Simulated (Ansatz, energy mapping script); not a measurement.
### EuCo2P2: energy mapping under PBEsol+U (1.98 eV)

It takes space group I4/mmm (No. 139, tetragonal). The conventional cell has a = 3.782 Å, b = 3.782 Å, c = 10.870 Å, α = 90.00°, β = 90.00°, γ = 90.00°. Nearest to Eu lie 8 P at 3.12 Å and 8 Co at 3.31 Å. Co has 4 P at 2.19 Å and 4 Co at 2.67 Å and 4 Eu at 3.31 Å nearest. Nearest to P lie 4 Co at 2.19 Å and 4 Eu at 3.12 Å. Farther neighbours are not listed.

| Item | Value |
| --- | --- |
| method | PBEsol with U = 1.98 eV on Eu f, ortho-atomic projectors (and 2 further levels or steps) |
| program | Ansatz 0.2.0 and energy mapping script 1 |
| settings of one run | cutoff 420 eV, 9×9×9 k-mesh, Fermi-Dirac occupations, smearing width 0.1 eV, collinear spin, starting moments 7 2 2 0 0 μB |
| notes | In doubt: warnings of the run leave room for a lower electronic state (Ansatz), so energies may not be the lowest and differences between runs may mislead. The run is spin-polarised, with a total moment of 7.79 μB a cell. The program’s warnings: filled band counts differ across k points. Level: PBEsol with U = 1.98 eV on Eu f, ortho-atomic projectors. The state is ferromagnetic; only a few collinear orders were tried. Couplings are for E = −Σ J e·e over ordered pairs of unit vectors. In the fitted orders moments change by up to 13 % against the parallel run of the same cell, so the mapping is rough. Orders that lost their signs are left out of the fit. Every order is gapless on its mesh at this level. In a metal exchange reaches farther, and a short model of fixed moments is less apt. With a near shell that the orders cannot separate, no temperature is given. |
| lowest order tried | parallel |
| largest fitted value (a combination of shells), Co–Eu at 3.31 Å | 0.607 meV |

Of the orders tried, EuCo2P2 prefers parallel moments under PBEsol+U (1.98 eV). Orders that were not tried, spirals among them, may lie lower. The largest fitted value is 0.61 meV, at 3.31 Å. It is a combination of shells that these orders cannot split, so neither its size nor its sign can be laid on that pair alone.

## EuCo2P2: energy mapping under PBEsol+U (8.4 eV)

It takes space group I4/mmm (No. 139, tetragonal). Conventional cell: a = 3.782 Å, b = 3.782 Å, c = 10.870 Å, α = 90.00°, β = 90.00°, γ = 90.00°. Nearest to Eu lie 8 P at 3.12 Å and 8 Co at 3.31 Å. Nearest to Co lie 4 P at 2.19 Å and 4 Co at 2.67 Å and 4 Eu at 3.31 Å. Nearest to P lie 4 Co at 2.19 Å and 4 Eu at 3.12 Å. Farther neighbours are not listed.

* method: PBEsol with U = 8.4 eV on Eu f, ortho-atomic projectors (and 4 further levels or steps)
* program: Ansatz 0.2.0 and energy mapping script 1
* settings of one run: cutoff 420 eV, 9×9×9 k-mesh, Fermi-Dirac occupations, smearing width 0.1 eV, collinear spin, starting moments 7 2 2 0 0 μB
* notes: In doubt: warnings of the run leave room for a lower electronic state (Ansatz), so energies may not be the lowest and differences between runs may mislead. The run is spin-polarised, with a total moment of 7.91 μB a cell. The program’s warnings: filled band counts differ across k points. Level: PBEsol with U = 8.4 eV on Eu f, ortho-atomic projectors. The state is ferromagnetic; only a few collinear orders were tried. Couplings are for E = −Σ J e·e over ordered pairs of unit vectors. In the fitted orders moments change by up to 11 % against the parallel run of the same cell, so the mapping is rough. Orders that lost their signs are left out of the fit. Every order is gapless on its mesh at this level. In a metal exchange reaches farther, and a short model of fixed moments is less apt. With a near shell that the orders cannot separate, no temperature is given.
* lowest order tried: parallel
* largest fitted value (a combination of shells), Co–Eu at 3.31 Å: 0.515 meV

Of the orders tried, EuCo2P2 prefers parallel moments under PBEsol+U (8.4 eV). Orders that were not tried, spirals among them, may lie lower. The coupling at 3.31 Å is 0.85 times that of the first set, at 0.99 times the CPU time. The largest fitted value is 0.52 meV, at 3.31 Å. It is a combination of shells that these orders cannot split, so neither its size nor its sign can be laid on that pair alone.

[Hosts, paths, dates, database ids (printed as entryN), source tags and the programs' standing remarks are cut or masked in the printed files.]

[Where a cell is said to come from a database of computed structures, the database is the Materials Project.]
